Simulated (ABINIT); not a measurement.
# InBiS3 (Pm-3m): zone-centre phonons, part 3 of 4

Which modes does InBiS3 (Pm-3m) have at the zone centre?

ABINIT 10.8.3; DFT LDA, scalar-relativistic, plane waves, HGH norm-conserving pseudopotentials.

So far. Step 6 (Self-consistent run for the response): The cell stands at -0.51 GPa: the relaxation ran with a smoothed and higher cutoff, and the difference is a stress of the finite basis. Step 7 (Zone-centre response): The acoustic modes at Γ come out as far as 1.7 cm⁻¹ from zero, where they should vanish, a small numerical error. The lowest optical mode is imaginary, 177i cm⁻¹, an instability at this level and on this k mesh. The relaxed cell has a = 4.813 Å (conventional setting).

The structure was built from a prototype and need not be the compound's stable phase.

## (8) Zone-centre analysis

anaddb reads the merged derivatives and imposes the acoustic sum rule.

The input, anaddb.abi:

```
ddb_filepath "gamma_DDB"
output_file "anaddb.abo"
outdata_prefix "anaddb"
asr 1
chneut 1
enunit 2
eivec 1
nph1l 1
qph1l 0.0 0.0 0.0 1.0
```

The input, mrgddb.in:

```
gamma_DDB
merged
2
dfpt_gammao_DDB
gso_DDB
```

Run with:

```sh
$ mrgddb < mrgddb.in > mrgddb.log
$ OMP_NUM_THREADS=1 anaddb anaddb.abi > anaddb.log
```

anaddb.abo, the main output file:

```text
-outvars_anaddb: echo values of input variables ----------------------

 Miscellaneous information :
      enunit         2
       eivec         1
         asr         1
 First list of wavevector (reduced coord.) :
       nph1l         1
       qph1l
                     0.00000000E+00  0.00000000E+00  0.00000000E+00    1.000E+00

================================================================================

 read the DDB information and perform some checks

  ==== Info on the Cryst% object ====
 Real(R)+Recip(G) space primitive vectors, cartesian coordinates (Bohr,Bohr^-1):
 R(1)=  9.0952445  0.0000000  0.0000000  G(1)=  0.1099476  0.0000000  0.0000000
 R(2)=  0.0000000  9.0952445  0.0000000  G(2)=  0.0000000  0.1099476  0.0000000
 R(3)=  0.0000000  0.0000000  9.0952445  G(3)=  0.0000000  0.0000000  0.1099476
 Unit cell volume ucvol=  7.5239021E+02 bohr^3
 Angles (23,13,12)=  9.00000000E+01  9.00000000E+01  9.00000000E+01 degrees
 Time-reversal symmetry is present
 Reduced atomic positions [iatom, xred, symbol]:
    1)    0.0000000  0.0000000  0.0000000  Bi
    2)    0.5000000  0.5000000  0.5000000  In
    3)    0.5000000  0.5000000  0.0000000   S
    4)    0.5000000  0.0000000  0.5000000   S
    5)    0.0000000  0.5000000  0.5000000   S

 DDB file with 3 blocks has been read.

================================================================================

 Treat the first list of vectors

  Phonon wavevector (reduced coordinates) :  0.00000  0.00000  0.00000
 Phonon energies in Hartree :
  -8.062138E-04 -8.062138E-04 -8.062138E-04 -8.014814E-04 -8.014814E-04
  -8.014814E-04 -1.494505E-08 -1.479127E-08 -1.432014E-08  1.042213E-04
   1.042213E-04  1.042213E-04  1.758617E-03  1.758617E-03  1.758617E-03
 Phonon energies in meV     :
- -2.193819E+01 -2.193819E+01 -2.193819E+01 -2.180942E+01 -2.180942E+01
- -2.180942E+01 -4.066755E-04 -4.024911E-04 -3.896709E-04  2.836007E+00
-  2.836007E+00  2.836007E+00  4.785441E+01  4.785441E+01  4.785441E+01
 Phonon frequencies in cm-1    :
- -1.769435E+02 -1.769435E+02 -1.769435E+02 -1.759048E+02 -1.759048E+02
- -1.759048E+02 -3.280059E-03 -3.246309E-03 -3.142908E-03  2.287394E+01
-  2.287394E+01  2.287394E+01  3.859719E+02  3.859719E+02  3.859719E+02
 Phonon frequencies in Thz     :
- -5.304632E+00 -5.304632E+00 -5.304632E+00 -5.273494E+00 -5.273494E+00
- -5.273494E+00 -9.833371E-05 -9.732191E-05 -9.422201E-05  6.857433E-01
-  6.857433E-01  6.857433E-01  1.157115E+01  1.157115E+01  1.157115E+01
 Phonon energies in Kelvin  :
- -2.545822E+02 -2.545822E+02 -2.545822E+02 -2.530878E+02 -2.530878E+02
- -2.530878E+02 -4.719274E-03 -4.670715E-03 -4.521943E-03  3.291049E+01
-  3.291049E+01  3.291049E+01  5.553274E+02  5.553274E+02  5.553274E+02

 Eigendisplacements
 (will be given, for each mode : in cartesian coordinates
   for each atom the real part of the displacement vector,
   then the imaginary part of the displacement vector - absolute values smaller than 1.0d-7 are set to zero)
  Mode number    1   Energy   -8.062138E-04
 Attention : low frequency mode.
   (Could be unstable or acoustic mode)
-  1  0.00000000E+00  0.00000000E+00  0.00000000E+00
-     0.00000000E+00  0.00000000E+00  0.00000000E+00
-  2  0.00000000E+00  0.00000000E+00  0.00000000E+00
-     0.00000000E+00  0.00000000E+00  0.00000000E+00
-  3  0.00000000E+00  0.00000000E+00  0.00000000E+00
-     0.00000000E+00  0.00000000E+00  0.00000000E+00
-  4  0.00000000E+00  0.00000000E+00 -2.92470830E-03
-     0.00000000E+00  0.00000000E+00  0.00000000E+00
-  5  0.00000000E+00  0.00000000E+00  2.92470830E-03
-     0.00000000E+00  0.00000000E+00  0.00000000E+00
  Mode number    2   Energy   -8.062138E-04
 Attention : low frequency mode.
   (Could be unstable or acoustic mode)
-  1  0.00000000E+00  0.00000000E+00  0.00000000E+00
-     0.00000000E+00  0.00000000E+00  0.00000000E+00
-  2  0.00000000E+00  0.00000000E+00  0.00000000E+00
-     0.00000000E+00  0.00000000E+00  0.00000000E+00
-  3  0.00000000E+00 -2.92470830E-03  0.00000000E+00
-     0.00000000E+00  0.00000000E+00  0.00000000E+00
-  4  0.00000000E+00  0.00000000E+00  0.00000000E+00
-     0.00000000E+00  0.00000000E+00  0.00000000E+00
-  5  0.00000000E+00  2.92470830E-03  0.00000000E+00
-     0.00000000E+00  0.00000000E+00  0.00000000E+00
  Mode number    3   Energy   -8.062138E-04
 Attention : low frequency mode.
   (Could be unstable or acoustic mode)
-  1  0.00000000E+00  0.00000000E+00  0.00000000E+00
-     0.00000000E+00  0.00000000E+00  0.00000000E+00
-  2  0.00000000E+00  0.00000000E+00  0.00000000E+00
-     0.00000000E+00  0.00000000E+00  0.00000000E+00
-  3  2.92470830E-03  0.00000000E+00  0.00000000E+00
-     0.00000000E+00  0.00000000E+00  0.00000000E+00
-  4 -2.92470830E-03  0.00000000E+00  0.00000000E+00
-     0.00000000E+00  0.00000000E+00  0.00000000E+00
-  5  0.00000000E+00  0.00000000E+00  0.00000000E+00
-     0.00000000E+00  0.00000000E+00  0.00000000E+00
  Mode number    4   Energy   -8.014814E-04
 Attention : low frequency mode.
   (Could be unstable or acoustic mode)
-  1  0.00000000E+00  0.00000000E+00 -7.30630505E-04
-     0.00000000E+00  0.00000000E+00  0.00000000E+00
-  2  0.00000000E+00  0.00000000E+00 -2.15552988E-04
-     0.00000000E+00  0.00000000E+00  0.00000000E+00
-  3  0.00000000E+00  0.00000000E+00  3.71477780E-04
-     0.00000000E+00  0.00000000E+00  0.00000000E+00
-  4  0.00000000E+00  0.00000000E+00  2.58112904E-03
-     0.00000000E+00  0.00000000E+00  0.00000000E+00
-  5  0.00000000E+00  0.00000000E+00  2.58112904E-03
-     0.00000000E+00  0.00000000E+00  0.00000000E+00
  Mode number    5   Energy   -8.014814E-04
 Attention : low frequency mode.
   (Could be unstable or acoustic mode)
-  1  0.00000000E+00  7.30630505E-04  0.00000000E+00
-     0.00000000E+00  0.00000000E+00  0.00000000E+00
-  2  0.00000000E+00  2.15552988E-04  0.00000000E+00
-     0.00000000E+00  0.00000000E+00  0.00000000E+00
-  3  0.00000000E+00 -2.58112904E-03  0.00000000E+00
-     0.00000000E+00  0.00000000E+00  0.00000000E+00
-  4  0.00000000E+00 -3.71477780E-04  0.00000000E+00
-     0.00000000E+00  0.00000000E+00  0.00000000E+00
-  5  0.00000000E+00 -2.58112904E-03  0.00000000E+00
-     0.00000000E+00  0.00000000E+00  0.00000000E+00
  Mode number    6   Energy   -8.014814E-04
 Attention : low frequency mode.
   (Could be unstable or acoustic mode)
-  1  7.30630505E-04  0.00000000E+00  0.00000000E+00
-     0.00000000E+00  0.00000000E+00  0.00000000E+00
-  2  2.15552988E-04  0.00000000E+00  0.00000000E+00
-     0.00000000E+00  0.00000000E+00  0.00000000E+00
-  3 -2.58112904E-03  0.00000000E+00  0.00000000E+00
-     0.00000000E+00  0.00000000E+00  0.00000000E+00
-  4 -2.58112904E-03  0.00000000E+00  0.00000000E+00
-     0.00000000E+00  0.00000000E+00  0.00000000E+00
-  5 -3.71477780E-04  0.00000000E+00  0.00000000E+00
-     0.00000000E+00  0.00000000E+00  0.00000000E+00
  Mode number    7   Energy   -1.494505E-08
 Attention : low frequency mode.
   (Could be unstable or acoustic mode)
-  1  0.00000000E+00  0.00000000E+00  1.14304516E-03
-     0.00000000E+00  0.00000000E+00  0.00000000E+00
-  2  0.00000000E+00  0.00000000E+00  1.14255975E-03
-     0.00000000E+00  0.00000000E+00  0.00000000E+00
-  3  0.00000000E+00  0.00000000E+00  1.14265898E-03
-     0.00000000E+00  0.00000000E+00  0.00000000E+00
-  4  0.00000000E+00  0.00000000E+00  1.14294826E-03
-     0.00000000E+00  0.00000000E+00  0.00000000E+00
-  5  0.00000000E+00  0.00000000E+00  1.14294826E-03
-     0.00000000E+00  0.00000000E+00  0.00000000E+00
  Mode number    8   Energy   -1.479127E-08
 Attention : low frequency mode.
   (Could be unstable or acoustic mode)
-  1  0.00000000E+00  1.14304516E-03  0.00000000E+00
-     0.00000000E+00  0.00000000E+00  0.00000000E+00
-  2  0.00000000E+00  1.14255975E-03  0.00000000E+00
-     0.00000000E+00  0.00000000E+00  0.00000000E+00
-  3  0.00000000E+00  1.14294826E-03  0.00000000E+00
-     0.00000000E+00  0.00000000E+00  0.00000000E+00
-  4  0.00000000E+00  1.14265898E-03  0.00000000E+00
-     0.00000000E+00  0.00000000E+00  0.00000000E+00
-  5  0.00000000E+00  1.14294826E-03  0.00000000E+00
-     0.00000000E+00  0.00000000E+00  0.00000000E+00
  Mode number    9   Energy   -1.432014E-08
 Attention : low frequency mode.
   (Could be unstable or acoustic mode)
-  1  1.14304516E-03  0.00000000E+00  0.00000000E+00
-     0.00000000E+00  0.00000000E+00  0.00000000E+00
-  2  1.14255975E-03  0.00000000E+00  0.00000000E+00
-     0.00000000E+00  0.00000000E+00  0.00000000E+00
-  3  1.14294826E-03  0.00000000E+00  0.00000000E+00
-     0.00000000E+00  0.00000000E+00  0.00000000E+00
-  4  1.14294826E-03  0.00000000E+00  0.00000000E+00
-     0.00000000E+00  0.00000000E+00  0.00000000E+00
-  5  1.14265898E-03  0.00000000E+00  0.00000000E+00
-     0.00000000E+00  0.00000000E+00  0.00000000E+00
  Mode number   10   Energy    1.042213E-04
-  1  0.00000000E+00  0.00000000E+00 -8.85368092E-04
-     0.00000000E+00  0.00000000E+00  0.00000000E+00
-  2  0.00000000E+00  0.00000000E+00  1.67764937E-03
-     0.00000000E+00  0.00000000E+00  0.00000000E+00
-  3  0.00000000E+00  0.00000000E+00  1.04819968E-03
-     0.00000000E+00  0.00000000E+00  0.00000000E+00
-  4  0.00000000E+00  0.00000000E+00 -6.41256292E-04
-     0.00000000E+00  0.00000000E+00  0.00000000E+00
-  5  0.00000000E+00  0.00000000E+00 -6.41256292E-04
-     0.00000000E+00  0.00000000E+00  0.00000000E+00
  Mode number   11   Energy    1.042213E-04
-  1  0.00000000E+00 -8.85368092E-04  0.00000000E+00
-     0.00000000E+00  0.00000000E+00  0.00000000E+00
-  2  0.00000000E+00  1.67764937E-03  0.00000000E+00
-     0.00000000E+00  0.00000000E+00  0.00000000E+00
-  3  0.00000000E+00 -6.41256292E-04  0.00000000E+00
-     0.00000000E+00  0.00000000E+00  0.00000000E+00
-  4  0.00000000E+00  1.04819968E-03  0.00000000E+00
-     0.00000000E+00  0.00000000E+00  0.00000000E+00
-  5  0.00000000E+00 -6.41256292E-04  0.00000000E+00
-     0.00000000E+00  0.00000000E+00  0.00000000E+00
  Mode number   12   Energy    1.042213E-04
-  1  8.85368092E-04  0.00000000E+00  0.00000000E+00
-     0.00000000E+00  0.00000000E+00  0.00000000E+00
-  2 -1.67764937E-03  0.00000000E+00  0.00000000E+00
-     0.00000000E+00  0.00000000E+00  0.00000000E+00
-  3  6.41256292E-04  0.00000000E+00  0.00000000E+00
-     0.00000000E+00  0.00000000E+00  0.00000000E+00
-  4  6.41256292E-04  0.00000000E+00  0.00000000E+00
-     0.00000000E+00  0.00000000E+00  0.00000000E+00
-  5 -1.04819968E-03  0.00000000E+00  0.00000000E+00
-     0.00000000E+00  0.00000000E+00  0.00000000E+00
  Mode number   13   Energy    1.758617E-03
-  1  0.00000000E+00  0.00000000E+00  2.79460436E-05
-     0.00000000E+00  0.00000000E+00  0.00000000E+00
-  2  0.00000000E+00  0.00000000E+00  7.81872755E-04
-     0.00000000E+00  0.00000000E+00  0.00000000E+00
-  3  0.00000000E+00  0.00000000E+00 -3.81647080E-03
-     0.00000000E+00  0.00000000E+00  0.00000000E+00
-  4  0.00000000E+00  0.00000000E+00  4.17314219E-04
-     0.00000000E+00  0.00000000E+00  0.00000000E+00
-  5  0.00000000E+00  0.00000000E+00  4.17314219E-04
-     0.00000000E+00  0.00000000E+00  0.00000000E+00
  Mode number   14   Energy    1.758617E-03
-  1  0.00000000E+00 -2.79460436E-05  0.00000000E+00
-     0.00000000E+00  0.00000000E+00  0.00000000E+00
-  2  0.00000000E+00 -7.81872755E-04  0.00000000E+00
-     0.00000000E+00  0.00000000E+00  0.00000000E+00
-  3  0.00000000E+00 -4.17314219E-04  0.00000000E+00
-     0.00000000E+00  0.00000000E+00  0.00000000E+00
-  4  0.00000000E+00  3.81647080E-03  0.00000000E+00
-     0.00000000E+00  0.00000000E+00  0.00000000E+00
-  5  0.00000000E+00 -4.17314219E-04  0.00000000E+00
-     0.00000000E+00  0.00000000E+00  0.00000000E+00
  Mode number   15   Energy    1.758617E-03
-  1  2.79460436E-05  0.00000000E+00  0.00000000E+00
-     0.00000000E+00  0.00000000E+00  0.00000000E+00
-  2  7.81872755E-04  0.00000000E+00  0.00000000E+00
-     0.00000000E+00  0.00000000E+00  0.00000000E+00
-  3  4.17314219E-04  0.00000000E+00  0.00000000E+00
-     0.00000000E+00  0.00000000E+00  0.00000000E+00
-  4  4.17314219E-04  0.00000000E+00  0.00000000E+00
-     0.00000000E+00  0.00000000E+00  0.00000000E+00
-  5 -3.81647080E-03  0.00000000E+00  0.00000000E+00
-     0.00000000E+00  0.00000000E+00  0.00000000E+00

 Analysis of degeneracies and characters (maximum tolerance=1.00E-06 a.u.)
 For each vibration mode, or group of modes if degenerate,
 the characters are given for each symmetry operation (see the list in the log file).
 Symmetry characters of vibration mode #   1
       degenerate with vibration modes #   2 to    3
  3.0 -3.0 -1.0  1.0 -1.0  1.0 -1.0  1.0 -1.0  1.0  1.0 -1.0 -1.0  1.0  1.0 -1.0
 -0.0  0.0 -0.0  0.0  0.0 -0.0  0.0 -0.0 -1.0  1.0  1.0 -1.0  1.0 -1.0 -1.0  1.0
 -0.0  0.0  0.0 -0.0  0.0 -0.0 -0.0  0.0 -1.0  1.0 -1.0  1.0  1.0 -1.0  1.0 -1.0
 Symmetry characters of vibration mode #   4
       degenerate with vibration modes #   5 to    6
  3.0 -3.0 -1.0  1.0 -1.0  1.0 -1.0  1.0  1.0 -1.0 -1.0  1.0  1.0 -1.0 -1.0  1.0
  0.0 -0.0  0.0 -0.0 -0.0  0.0 -0.0  0.0  1.0 -1.0 -1.0  1.0 -1.0  1.0  1.0 -1.0
  0.0 -0.0 -0.0  0.0 -0.0  0.0  0.0 -0.0  1.0 -1.0  1.0 -1.0 -1.0  1.0 -1.0  1.0
 Symmetry characters of vibration mode #   7
       degenerate with vibration modes #   8 to    9
  3.0 -3.0 -1.0  1.0 -1.0  1.0 -1.0  1.0  1.0 -1.0 -1.0  1.0  1.0 -1.0 -1.0  1.0
 -0.0  0.0 -0.0  0.0  0.0 -0.0  0.0 -0.0  1.0 -1.0 -1.0  1.0 -1.0  1.0  1.0 -1.0
 -0.0  0.0  0.0 -0.0  0.0 -0.0 -0.0  0.0  1.0 -1.0  1.0 -1.0 -1.0  1.0 -1.0  1.0
 Symmetry characters of vibration mode #  10
       degenerate with vibration modes #  11 to   12
  3.0 -3.0 -1.0  1.0 -1.0  1.0 -1.0  1.0  1.0 -1.0 -1.0  1.0  1.0 -1.0 -1.0  1.0
  0.0 -0.0  0.0 -0.0 -0.0  0.0 -0.0  0.0  1.0 -1.0 -1.0  1.0 -1.0  1.0  1.0 -1.0
  0.0 -0.0 -0.0  0.0 -0.0  0.0  0.0 -0.0  1.0 -1.0  1.0 -1.0 -1.0  1.0 -1.0  1.0
 Symmetry characters of vibration mode #  13
       degenerate with vibration modes #  14 to   15
  3.0 -3.0 -1.0  1.0 -1.0  1.0 -1.0  1.0  1.0 -1.0 -1.0  1.0  1.0 -1.0 -1.0  1.0
  0.0 -0.0  0.0 -0.0 -0.0  0.0 -0.0  0.0  1.0 -1.0 -1.0  1.0 -1.0  1.0  1.0 -1.0
  0.0 -0.0 -0.0  0.0 -0.0  0.0  0.0 -0.0  1.0 -1.0  1.0 -1.0 -1.0  1.0 -1.0  1.0
-
```

Wall time 0.51 s (1 thread of Arm Neoverse V1, shared host).

No LO-TO term; unit eigenvectors of the mass-weighted matrix, from anaddb's displacements. Modes at Γ, with each element's share of the kinetic energy (negative means imaginary):

| mode | frequency (cm⁻¹) | Bi % | In % | S % |
| --- | --- | --- | --- | --- |
| 1 | -176.9 | 0 | 0 | 100 |
| 2 | -176.9 | 0 | 0 | 100 |
| 3 | -176.9 | 0 | 0 | 100 |
| 4 | -175.9 | 20 | 1 | 79 |
| 5 | -175.9 | 20 | 1 | 79 |
| 6 | -175.9 | 20 | 1 | 79 |
| 7 | 0.0 | 50 | 27 | 23 |
| 8 | 0.0 | 50 | 27 | 23 |
| 9 | 0.0 | 50 | 27 | 23 |
| 10 | 22.9 | 30 | 59 | 11 |
| 11 | 22.9 | 30 | 59 | 11 |
| 12 | 22.9 | 30 | 59 | 11 |
| 13 | 386.0 | 0 | 13 | 87 |
| 14 | 386.0 | 0 | 13 | 87 |
| 15 | 386.0 | 0 | 13 | 87 |

Displacements in mode 1 (-176.9 cm⁻¹), the largest set to 1:
```
Bi1  0.00  0.00  0.00
In2  0.00  0.00  0.00
S3   0.00  0.00  0.00
S4   0.00  0.00 -1.00
S5   0.00  0.00  1.00
```

Displacements in mode 10 (22.9 cm⁻¹), the largest set to 1:
```
Bi1  0.00  0.00 -0.53
In2  0.00  0.00  1.00
S3   0.00  0.00  0.62
S4   0.00  0.00 -0.38
S5   0.00  0.00 -0.38
```

The rule moves no optical mode by more than 0.1 cm⁻¹.

(Continued in part 4 of 4.)

[Host names and launcher messages were left out of these logs when they were recorded.]

[Logs are printed without paths, hosts, clocks, repeated set-up lines and the standing remarks that a program may print on its own settings, such as how far it seeks lower states.]

[Hosts, paths, dates, database ids (printed as entryN), source tags and the programs' standing remarks are cut or masked in the printed files.]
